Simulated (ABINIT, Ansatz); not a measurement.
## How the form of the self-energy moves the gap of Sr2H6Os (Fm-3m)

How much does the gap of Sr2H6Os (Fm-3m) depend on the approximation to the self-energy?

Main program and level: ABINIT 10.8.3; PBEsol and many-body steps on it, plane waves.

## Step 1: The starting structure

Symmetry: Fm-3m, No. 225, cubic system. Conventional cell: a = 7.625 Å, b = 7.625 Å, c = 7.625 Å, α = 90.00°, β = 90.00°, γ = 90.00°. Nearest to Sr lie 12 H at 2.70 Å. Nearest to H lie 1 Os at 1.72 Å and 4 H at 2.44 Å and 4 Sr at 2.70 Å. Os has 6 H at 1.72 Å nearest. Farther neighbours are not listed.

The cell and positions are those that the Materials Project relaxed with its own functionals (PBE, PBE+U or r2SCAN), kept fixed. Spin-orbit coupling is left out unless a step names it.

## Step 2: Empty states on the mesh, 2×2×2 mesh, 221 bands

This step: ABINIT 10.8.3; DFT, PBEsol, plane waves, norm-conserving pseudopotentials.

The sums over transitions need many empty states on a uniform mesh; this step solves for them.

The input, run.abi:

```
acell 3*1.0 Angstrom
rprim 
  -0.000000000000 3.812277830000 3.812277830000
  3.812277830000 -0.000000000000 3.812277830000
  3.812277830000 3.812277830000 0.000000000000
ntypat 3
znucl 38 1 76
natom 9
typat 1 1 2 2 2 2 2 2 3
xred 
  0.750000000000 0.750000000000 0.750000000000
  0.250000000000 0.250000000000 0.250000000000
  0.773847590000 0.773847590000 0.226152410000
  0.226152410000 0.773847590000 0.226152410000
  0.773847590000 0.226152410000 0.226152410000
  0.226152410000 0.226152410000 0.773847590000
  0.773847590000 0.226152410000 0.773847590000
  0.226152410000 0.773847590000 0.773847590000
  0.000000000000 0.000000000000 0.000000000000
pp_dirpath "pseudos"
pseudos "Sr.upf, H.upf, Os.upf"
ecut 33
ngkpt 2 2 2
nshiftk 1
shiftk 0 0 0
kptopt 1
chksymbreak 0
iscf -2
irdden 1
istwfk *1
nband 221
nbdbuf 20
tolwfr 1e-09
nstep 60
prtvol 0
indata_prefix "in"
outdata_prefix "out"
tmpdata_prefix "tmp"
```

Run with:

```console
$ OMP_NUM_THREADS=1 mpirun -n 4 abinit run.abi > log
```

Numbers of over 12 decimals in the logs are rounded to 6 here.

Output:

```text
.Version 10.8.3 of ABINIT. v10.8.2 released Aug 2026.

 Symmetries : space group Fm -3 m (#225); Bravais cF (face-center cubic)
[... echo of the input left out ...]
== DATASET  1 ==================================================================
-   mpi_nproc: 4, omp_nthreads: 1 (-1 if OMP is not activated)
-    --> not optimal distribution: autoparal keyword recommended in input file <--

--- !DatasetInfo
iteration_state: {dtset: 1, }
dimensions: {natom: 9, nkpt: 3, mband: 221, nsppol: 1, nspinor: 1, nspden: 1, mpw: 6855, }
cutoff_energies: {ecut:  33.0, pawecutdg:  -1.0, }
[...]
2.83432    2.85071    2.85071    2.85071    2.87997    2.87997    2.87997    2.93690
   2.93690    2.93938    2.93938    2.93938    2.96486    2.98744    2.98744    2.98744
   2.99904    3.04010    3.04013    3.10122    3.10482
 prteigrs : prtvol=0 or 1, do not print more k-points.

== END DATASET(S) ==============================================================
================================================================================

 -outvars: echo values of variables after computation  --------
            nband         221
             nkpt           3
          spgroup         225
 [... the other variables as echoed above ...]

 Calculation completed.
```

Elapsed: 61 s, on 4 MPI ranks of Arm Neoverse V2, shared host; peak memory 0.42 GiB.

This step gave:

```yaml
gap: 2.319 eV
k_of_the_valence_top: 0, 0, 0
k_of_the_conduction_bottom: 0.5, 0.5, 0
least_direct_gap: 2.383 eV
k_points_computed: 3
lowest_point_of_the_top_converged_band_above_the_valence_top: 70.4247 eV
```

On this mesh the gap is 2.319 eV.

The density comes from a self-consistent run that is not shown.

## Step 3: Screening, 2×2×2 mesh, 94 bands, screening to 114.3 eV

The RPA dielectric matrix is built and inverted for each q.

This step: RPA screening on PBEsol, plane waves, norm-conserving pseudopotentials.

run.abi: that of step 2 with these lines changed.

```diff
@@ -27,10 +27,11 @@
 chksymbreak 0
-iscf -2
-irdden 1
 istwfk *1
-nband 221
-nbdbuf 20
-tolwfr 1e-09
-nstep 60
-prtvol 0
+occopt 1
+irdwfk 1
+optdriver 3
+nband 94
+ecuteps 4.2
+inclvkb 2
+awtr 1
+symchi 1
 indata_prefix "in"
```

Output:

```text
.Version 10.8.3 of ABINIT. v10.8.2 released Aug 2026.

 Symmetries : space group Fm -3 m (#225); Bravais cF (face-center cubic)
[... echo of the input left out ...]
== DATASET  1 ==================================================================
-   mpi_nproc: 4, omp_nthreads: 1 (-1 if OMP is not activated)

--- !DatasetInfo
iteration_state: {dtset: 1, }
dimensions: {natom: 9, nkpt: 3, mband: 94, nsppol: 1, nspinor: 1, nspden: 1, mpw: 6855, }
cutoff_energies: {ecut:  33.0, pawecutdg:  -1.0, }
electrons: {nelect:   4.20000000E+01, charge:   0.00000000E+00, occopt:   1.00000000E+00, tsmear:   1.00000000E-02, }

 SCREENING: Calculation of the susceptibility and dielectric matrices

 Based on a program developped by R.W. Godby, V. Olevano, G. Onida, and L. Reining.
 Incorporated in ABINIT by V. Olevano, G.-M. Rignanese, and M. Torrent.
.Using double precision arithmetic ; gwpc =  8

[... cell and pseudopotentials left out ...]
--------------------------------------------------------------------------------

 ==== K-mesh for the wavefunctions ====
 Number of points in the irreducible wedge :     3
[... list of points left out ...]
 Together with 48 symmetry operations and time-reversal symmetry
 yields     8 points in the full Brillouin Zone.

 ==== Q-mesh for the screening function ====
 Number of points in the irreducible wedge :     3
[... list of points left out ...]
 Together with 48 symmetry operations and time-reversal symmetry
 yields     8 points in the full Brillouin Zone.

 setmesh: FFT mesh size selected  =    36x   36x   36
          total number of points  =        46656

 vcoul_init : cutoff-mode = AUXILIARY_FUNCTION
 q-points for optical limit:   1
     1)      0.000010    0.000020    0.000030

- screening: taking advantage of time-reversal symmetry
- Maximum band index for partially occupied states nbvw = 21
- Remaining bands to be divided among processors   nbcw = 73
- Number of bands treated by each node ~18

 Number of electrons calculated from density =   42.0000; Expected =   42.0000
 average of density, n =  0.056165
 r_s =    1.6199
 omega_plasma =   22.8607 [eV]

 calculating chi0 at frequencies [eV] :
  1    0.000000E+00    0.000000E+00
  2    0.000000E+00    2.286073E+01

--------------------------------------------------------------------------------
  q-point number  1        q = ( 0.000000, 0.000000, 0.000000) [r.l.u.]
--------------------------------------------------------------------------------
[... chi0 elements left out ...]
 For q-point:  0.000010 0.000020 0.000030
  dielectric constant =   4.3485
  dielectric constant without local fields =   5.3294

  Average fulfillment of the sum rule on Im[epsilon] for q-point    1 :     61.96  [%]
[... wings left out ...]
  q-point number  2        q = ( 0.500000, 0.000000, 0.000000) [r.l.u.]
--------------------------------------------------------------------------------
[... chi0 elements left out ...]
  Average fulfillment of the sum rule on Im[epsilon] for q-point    2 :     70.52  [%]

 [... 1 further q-points ...]
```

It took 12 s on 4 MPI ranks; peak memory 1.2 GiB; 48 s of CPU time.

This step gave:

| Property | Result |
| --- | --- |
| ε∞ with local fields, on this mesh, along the program's q direction | 4.348 |
| the same without local fields | 5.329 |
| plasma frequency | 22.86 eV |
| plane waves in the screening matrix | 331 |

Local fields lower ε∞ by 18 %. On a Γ-centred mesh this coarse the value itself is usually too large, while a short band sum pulls it down.

## Step 4: G0W0, Godby-Needs plasmon pole

The self-energy is evaluated for the states that the input lists, and the levels follow from it, in one-shot runs by the linearised quasiparticle equation.

This step: G0W0 on PBEsol, plane waves, norm-conserving pseudopotentials.

run.abi: that of step 3 with these lines changed.

```diff
@@ -30,8 +30,17 @@
 irdwfk 1
-optdriver 3
+optdriver 4
 nband 94
+gwcalctyp 0
+ecutsigx 33
+symsigma 1
+nkptgw 2
+kptgw 
+  0.0000000000 0.0000000000 0.0000000000
+  0.5000000000 0.5000000000 0.0000000000
+bdgw 
+  19 24
+  20 23
 ecuteps 4.2
-inclvkb 2
-awtr 1
-symchi 1
+irdscr 1
+ppmodel 1
 indata_prefix "in"
```

Output:

```text
.Version 10.8.3 of ABINIT. v10.8.2 released Aug 2026.

 Symmetries : space group Fm -3 m (#225); Bravais cF (face-center cubic)
[... echo of the input left out ...]
== DATASET  1 ==================================================================
-   mpi_nproc: 4, omp_nthreads: 1 (-1 if OMP is not activated)

--- !DatasetInfo
iteration_state: {dtset: 1, }
dimensions: {natom: 9, nkpt: 3, mband: 94, nsppol: 1, nspinor: 1, nspden: 1, mpw: 6855, }
cutoff_energies: {ecut:  33.0, pawecutdg:  -1.0, }
electrons: {nelect:   4.20000000E+01, charge:   0.00000000E+00, occopt:   1.00000000E+00, tsmear:   1.00000000E-02, }

 SIGMA: Calculation of the GW corrections

 Based on a program developped by R.W. Godby, V. Olevano, G. Onida, and L. Reining.
 Incorporated in ABINIT by V. Olevano, G.-M. Rignanese, and M. Torrent.
.Using double precision arithmetic ; gwpc =  8

[... cell and pseudopotentials left out ...]
--------------------------------------------------------------------------------

 ==== K-mesh for the wavefunctions ====
 Number of points in the irreducible wedge :     3
[... list of points left out ...]
 Together with 48 symmetry operations and time-reversal symmetry
 yields     8 points in the full Brillouin Zone.

 ==== Q-mesh for screening function ====
 Number of points in the irreducible wedge :     3
[... list of points left out ...]
 Together with 48 symmetry operations and time-reversal symmetry
 yields     8 points in the full Brillouin Zone.

 vcoul_init : cutoff-mode = AUXILIARY_FUNCTION
 q-points for optical limit:   1
     1)      0.000010    0.000020    0.000030
 setmesh: FFT mesh size selected  =    54x   54x   54
          total number of points  =       157464

 Number of electrons calculated from density =   42.0000; Expected =   42.0000
 average of density, n =  0.056165
 r_s =    1.6199
 omega_plasma =   22.8607 [eV]

 === KS Band Gaps ===
  >>>> For spin  1
   Minimum direct gap =   2.3825 [eV], located at k-point      :   0.5000  0.5000  0.0000
   Fundamental gap    =   2.3194 [eV], Top of valence bands at :   0.0000  0.0000  0.0000
                                       Bottom of conduction at :   0.5000  0.5000  0.0000
 SIGMA fundamental parameters:
 PLASMON POLE MODEL  1
 number of plane-waves for SigmaX                 6855
 number of plane-waves for SigmaC and W            331
 number of plane-waves for wavefunctions          6855
 number of bands                                    94
 number of independent spin polarizations            1
 number of spinorial components                      1
 number of k-points in IBZ                           3
 number of q-points in IBZ                           3
 number of symmetry operations                      48
 number of k-points in BZ                            8
 number of q-points in BZ                            8
 number of frequencies for dSigma/dE                 9
 frequency step for dSigma/dE [eV]                0.25
 number of omega for Sigma on real axis              0
 max omega for Sigma on real axis  [eV]           0.00
 zcut for avoiding poles [eV]                     0.10

 EPSILON^-1 parameters (SCR file):
 dimension of the eps^-1 matrix on file            331
 dimension of the eps^-1 matrix used               331
 number of plane-waves for wavefunctions          6855
 number of bands                                    94
 number of q-points in IBZ                           3
 number of frequencies                               2
 number of real frequencies                          1
 number of imag frequencies                          1

 matrix elements of self-energy operator (all in [eV])

 Perturbative Calculation

--- !SelfEnergy_ee
iteration_state: {dtset: 1, }
kpoint     : [   0.000,    0.000,    0.000, ]
spin       : 1
KS_gap     :    3.883
QP_gap     :    4.637
Delta_QP_KS:    0.754
data: !SigmaeeData |
     Band     E0 <VxcDFT>   SigX SigC(E0)      Z dSigC/dE  Sig(E)    E-E0       E
       19   5.036 -16.892 -19.628   3.157   0.797  -0.255 -16.556   0.336   5.372
       20   5.036 -16.892 -19.628   3.157   0.797  -0.255 -16.556   0.336   5.372
       21   5.036 -16.892 -19.628   3.157   0.797  -0.255 -16.556   0.336   5.372
       22   8.920  -8.754  -4.160  -3.305   0.845  -0.183  -7.665   1.090  10.009
       23   9.060 -12.841  -7.177  -3.506   0.828  -0.207 -11.053   1.787  10.848
       24   9.060 -12.841  -7.177  -3.506   0.828  -0.207 -11.053   1.787  10.848

--- !SelfEnergy_ee
iteration_state: {dtset: 1, }
kpoint     : [   0.500,    0.500,    0.000, ]
spin       : 1
KS_gap     :    2.382
QP_gap     :    3.501
Delta_QP_KS:    1.119
data: !SigmaeeData |
     Band     E0 <VxcDFT>   SigX SigC(E0)      Z dSigC/dE  Sig(E)    E-E0       E
       20   4.973 -16.775 -19.449   3.128   0.796  -0.256 -16.414   0.362   5.335
       21   4.973 -16.775 -19.449   3.128   0.796  -0.256 -16.414   0.362   5.335
       22   7.355 -12.473  -7.761  -2.936   0.834  -0.199 -10.992   1.481   8.836
       23   8.369  -9.944  -4.811  -3.451   0.842  -0.188  -8.528   1.416   9.784

== END DATASET(S) ==============================================================
================================================================================

 -outvars: echo values of variables after computation  --------
           etotal      0.0000000000E+00
            nband          94
             nkpt           3
          spgroup         225
 [... the other variables as echoed above ...]

 Calculation completed.
```

Run time: 7.1 s. Hardware: 4 MPI ranks; peak memory 1 GiB.

Numbers from this step:

```yaml
g0w0_gap_on_the_points_computed: 3.464 eV
starting_gap_on_the_mesh: 2.319 eV
k_of_the_valence_top: 0, 0, 0
k_of_the_conduction_bottom: 0.5, 0.5, 0
z_at_the_valence_top: 0.797
z_at_the_conduction_bottom: 0.834
least_direct_g0w0_gap_on_the_computed_points: 3.501 eV
```

The gap on the mesh goes from 2.32 eV to 3.46 eV, a correction of +1.14 eV.

## Step 5: G0W0, Engel-Farid plasmon pole

run.abi: that of step 4 with these lines changed.

```diff
@@ -44,3 +44,3 @@
 irdscr 1
-ppmodel 1
+ppmodel 4
 indata_prefix "in"
```

Output:

```text
.Version 10.8.3 of ABINIT. v10.8.2 released Aug 2026.

 Symmetries : space group Fm -3 m (#225); Bravais cF (face-center cubic)
[... echo of the input left out ...]
== DATASET  1 ==================================================================
-   mpi_nproc: 4, omp_nthreads: 1 (-1 if OMP is not activated)

--- !DatasetInfo
iteration_state: {dtset: 1, }
dimensions: {natom: 9, nkpt: 3, mband: 94, nsppol: 1, nspinor: 1, nspden: 1, mpw: 6855, }
cutoff_energies: {ecut:  33.0, pawecutdg:  -1.0, }
electrons: {nelect:   4.20000000E+01, charge:   0.00000000E+00, occopt:   1.00000000E+00, tsmear:   1.00000000E-02, }

 SIGMA: Calculation of the GW corrections

 Based on a program developped by R.W. Godby, V. Olevano, G. Onida, and L. Reining.
 Incorporated in ABINIT by V. Olevano, G.-M. Rignanese, and M. Torrent.
.Using double precision arithmetic ; gwpc =  8

[... cell and pseudopotentials left out ...]
--------------------------------------------------------------------------------

 ==== K-mesh for the wavefunctions ====
 Number of points in the irreducible wedge :     3
[... list of points left out ...]
 Together with 48 symmetry operations and time-reversal symmetry
 yields     8 points in the full Brillouin Zone.

 ==== Q-mesh for screening function ====
 Number of points in the irreducible wedge :     3
[... list of points left out ...]
 Together with 48 symmetry operations and time-reversal symmetry
 yields     8 points in the full Brillouin Zone.

 vcoul_init : cutoff-mode = AUXILIARY_FUNCTION
 q-points for optical limit:   1
     1)      0.000010    0.000020    0.000030
 setmesh: FFT mesh size selected  =    54x   54x   54
          total number of points  =       157464

 Number of electrons calculated from density =   42.0000; Expected =   42.0000
[...]
number of omega for Sigma on real axis              0
 max omega for Sigma on real axis  [eV]           0.00
 zcut for avoiding poles [eV]                     0.10

 EPSILON^-1 parameters (SCR file):
 dimension of the eps^-1 matrix on file            331
 dimension of the eps^-1 matrix used               331
 number of plane-waves for wavefunctions          6855
 number of bands                                    94
 number of q-points in IBZ                           3
 number of frequencies                               2
 number of real frequencies                          1
 number of imag frequencies                          1

 matrix elements of self-energy operator (all in [eV])

 Perturbative Calculation

--- !SelfEnergy_ee
iteration_state: {dtset: 1, }
kpoint     : [   0.000,    0.000,    0.000, ]
spin       : 1
KS_gap     :    3.883
QP_gap     :    4.596
Delta_QP_KS:    0.713
data: !SigmaeeData |
     Band     E0 <VxcDFT>   SigX SigC(E0)      Z dSigC/dE  Sig(E)    E-E0       E
       19   5.036 -16.892 -19.628   3.116   0.810  -0.235 -16.584   0.308   5.344
       20   5.036 -16.892 -19.628   3.116   0.810  -0.235 -16.584   0.308   5.344
       21   5.036 -16.892 -19.628   3.116   0.810  -0.235 -16.584   0.308   5.344
[...]
--- !SelfEnergy_ee
iteration_state: {dtset: 1, }
kpoint     : [   0.500,    0.500,    0.000, ]
spin       : 1
KS_gap     :    2.382
QP_gap     :    3.541
Delta_QP_KS:    1.158
data: !SigmaeeData |
     Band     E0 <VxcDFT>   SigX SigC(E0)      Z dSigC/dE  Sig(E)    E-E0       E
[...]
22   7.355 -12.473  -7.761  -2.942   0.842  -0.188 -10.983   1.489   8.845
       23   8.369  -9.944  -4.811  -3.505   0.849  -0.177  -8.562   1.383   9.751

== END DATASET(S) ==============================================================
================================================================================

 -outvars: echo values of variables after computation  --------
           etotal      0.0000000000E+00
            nband          94
             nkpt           3
          spgroup         225
 [... the other variables as echoed above ...]

 Calculation completed.
```

The job ended after 5.2 s (4 MPI ranks; peak memory 0.79 GiB; 20 s of CPU time).

This step gave:

```
G0W0 gap on the points computed              : 3.501 eV
starting gap on the mesh                     : 2.319 eV
k of the valence top                         : 0, 0, 0
k of the conduction bottom                   : 0.5, 0.5, 0
Z at the valence top                         : 0.81
Z at the conduction bottom                   : 0.842
least direct G0W0 gap on the computed points : 3.541 eV
```

Against G0W0 in ABINIT (2×2×2 mesh, 94 bands, screening to 114.3 eV, Godby-Needs plasmon pole), the gap moves by +0.037 eV.

## Step 6: G0W0, von der Linden-Horsch plasmon pole

run.abi: that of step 5 with these lines changed.

```diff
@@ -44,3 +44,3 @@
 irdscr 1
-ppmodel 4
+ppmodel 3
 indata_prefix "in"
```

Output:

```text
.Version 10.8.3 of ABINIT. v10.8.2 released Aug 2026.

 Symmetries : space group Fm -3 m (#225); Bravais cF (face-center cubic)
[... echo of the input left out ...]
== DATASET  1 ==================================================================
-   mpi_nproc: 4, omp_nthreads: 1 (-1 if OMP is not activated)

--- !DatasetInfo
iteration_state: {dtset: 1, }
dimensions: {natom: 9, nkpt: 3, mband: 94, nsppol: 1, nspinor: 1, nspden: 1, mpw: 6855, }
cutoff_energies: {ecut:  33.0, pawecutdg:  -1.0, }
[...]
Band     E0 <VxcDFT>   SigX SigC(E0)      Z dSigC/dE  Sig(E)    E-E0       E
[...]
22   7.355 -12.473  -7.761  -3.109   0.879  -0.137 -11.063   1.410   8.765
       23   8.369  -9.944  -4.811  -3.680   0.885  -0.129  -8.658   1.286   9.655

== END DATASET(S) ==============================================================
================================================================================

 -outvars: echo values of variables after computation  --------
           etotal      0.0000000000E+00
            nband          94
             nkpt           3
          spgroup         225
 [... the other variables as echoed above ...]

 Calculation completed.
```

It took 5.7 s on 4 MPI ranks; peak memory 0.78 GiB.

Numbers from this step:

| Property | Result |
| --- | --- |
| G0W0 gap on the points computed | 3.506 eV |
| starting gap on the mesh | 2.319 eV |
| k of the valence top | 0, 0, 0 |
| k of the conduction bottom | 0.5, 0.5, 0 |
| least direct G0W0 gap on the computed points | 3.551 eV |

Against G0W0 in ABINIT (2×2×2 mesh, 94 bands, screening to 114.3 eV, Godby-Needs plasmon pole), the gap moves by +0.042 eV.

[end of part 1 of 2]

[Paths, hosts, dates, memory and timing lines, banners, echoed tables and standing remarks are left out of the program output.]

[Logs are printed without paths, hosts, clocks, repeated set-up lines and the standing remarks that a program may print on its own settings, such as how far it seeks lower states.]

[Runs of the session that timed out or met a known fault of the program may be left out.]

[Hosts, paths, dates, database ids (printed as entryN), source tags and the programs' standing remarks are cut or masked in the printed files.]

[G0W0 gaps are taken among the corrected bands and points alone; a level outside them can change the order at an edge.]

[Where Ansatz stands beside ABINIT at settings called matched, ABINIT's density can come from a denser mesh and the files from another edition; pairs whose starting gaps differed by over 0.03 eV were left out, so agreement reads better than it is.]
